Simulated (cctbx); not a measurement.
# Finding the light atoms

Cell a = 5.9140 Å, b = 9.5460 Å, c = 11.2420 Å, α = 90.00°, β = 90.00°, γ = 90.00°; space group Fddd (no. 70, origin choice 1); content Er8 Pd16 C16. The heavier atoms are placed; C is still missing.

Simulated single-crystal data (cctbx): Ag Kα, λ = 0.56087 Å, to d = 0.77 Å, 50 % of the full sphere, strongest reflection 20000 counts, noise from counting, a 4 % proportional error and a noise floor of 8 counts (s.d.); no absorption.

Refinement without C (map in e/Å³):

```text
Rint 0.032, 183 unique reflections to 0.77 A
cycle     R1     wR2    GooF  max shift (A)
   1  0.0971  0.2322   6.419   0.01166
   2  0.0468  0.1214   3.357   0.00000
final R1 0.0468 wR2 0.1214 GooF 3.357  parameters 3  data/parameter 61.0
atom        x        y        z      Ueq    occ   su(xyz)  su(Uiso or U11)
Er1    0.75000  0.25000  0.25000   0.0097  1.000  0.00000  0.0005
Pd1    0.75000  0.75000  0.12276   0.0095  1.000  0.00014  0.0006
difference map: max 11.30 min -1.49 rms 0.77
Q1    0.0000  0.1747  0.0000   16   11.65  2.15 A from Pd1
Q2    0.0000  0.0000  0.5000    8    3.28  0.00 A from Er1
Q3    0.0661  0.9965  0.1251   32    1.93  0.39 A from Pd1
Q4    0.0000  0.2132  0.5000   16    0.97  2.03 A from Er1
Q5    0.0842  0.1102  0.9290   32    0.89  1.32 A from Pd1
Q6    0.0631  0.0673  0.0297   32    0.77  1.32 A from Pd1
Q7    0.1142  0.0901  0.1835   32    0.71  1.26 A from Pd1
Q8    0.0000  0.0000  0.9604   16    0.66  0.99 A from Pd1
```

Simulated single-crystal data (cctbx): neutrons of λ = 0.84 Å, to d = 0.8 Å, 50 % of the full sphere, strongest reflection 5000 counts, noise from counting, a 4 % proportional error and a noise floor of 8 counts (s.d.); no absorption.

Refinement without C (map in fm/Å³; only maxima are listed):

```text
Rint 0.042, 157 unique reflections to 0.80 A
cycle     R1     wR2    GooF  max shift (A)
   1  0.6086  0.8400  18.656   0.00354
   4  0.4963  0.7595  16.867   0.00000
final R1 0.4963 wR2 0.7595 GooF 16.867  parameters 3  data/parameter 52.3
atom        x        y        z      Ueq    occ   su(xyz)  su(Uiso or U11)
Er1    0.75000  0.25000  0.25000   0.0541  1.000  0.00000  0.0132
Pd1    0.75000  0.75000  0.12314   0.0001  1.000  0.00172  0.0055
difference map: max 26.91 min -7.31 rms 2.89
Q1    0.0000  0.1804  0.0000   16   27.62  2.13 A from Pd1
Q2    0.0000  0.0000  0.1262   16   21.54  0.01 A from Pd1
Q3    0.0000  0.0000  0.5000    8   20.86  0.00 A from Er1
Q4    0.9989  0.1659  0.3763   32   16.19  1.69 A from Pd1
Q5    0.0000  0.0000  0.0000    8    8.31  1.43 A from Pd1
Q6    0.0000  0.1590  0.5000   16    7.56  1.52 A from Er1
Q7    0.0919  0.0932  0.5525   32    3.75  1.20 A from Er1
Q8    0.0968  0.2299  0.4474   32    3.37  1.22 A from Pd1
```

**Question.** Where is C, and which data fix it better?

C sits at (3/4, 0.9245, 1/4). Adding it takes R1 from 0.047 to 0.021 with X-rays and from 0.496 to 0.025 with neutrons. Its largest coordinate s.u. is 0.00129 with X-rays and 0.00012 with neutrons, so neutrons fix it better in these data. In the X-ray map Q1 marks it. In the neutron map Q1 marks it.

Final neutron refinement:

```text
Rint 0.042, 157 unique reflections to 0.80 A
cycle     R1     wR2    GooF  max shift (A)
   1  0.0855  0.2031   4.539   0.00974
   2  0.0246  0.0606   1.355   0.00000
final R1 0.0246 wR2 0.0606 GooF 1.355  parameters 5  data/parameter 31.4
atom        x        y        z      Ueq    occ   su(xyz)  su(Uiso or U11)
Er1    0.75000  0.25000  0.25000   0.0094  1.000  0.00000  0.0003
Pd1    0.75000  0.75000  0.12263   0.0096  1.000  0.00011  0.0003
C1     0.75000  0.92470  0.25000   0.0170  1.000  0.00012  0.0004
difference map: max 0.51 min -0.74 rms 0.10
Q1    0.0865  0.9940  0.1261   32    0.54  0.51 A from Pd1
Q2    0.0006  0.0643  0.1923   32    0.35  0.95 A from Pd1
Q3    0.0000  0.0488  0.5000   16    0.30  0.47 A from Er1
Q4    0.0684  0.1564  0.1562   32    0.24  1.45 A from Pd1
Q5    0.0901  0.1739  0.9956   32    0.24  0.54 A from C1
Q6    0.0000  0.0000  0.4302   16    0.23  0.78 A from Er1
```

The model is made up (kin elements in a known structure type, no relaxation), so it says nothing on whether the phase exists.

[Middle refinement cycles are left out of these outputs.]

[Logs are printed without paths, hosts, clocks, repeated set-up lines and the standing remarks that a program may print on its own settings, such as how far it seeks lower states.]
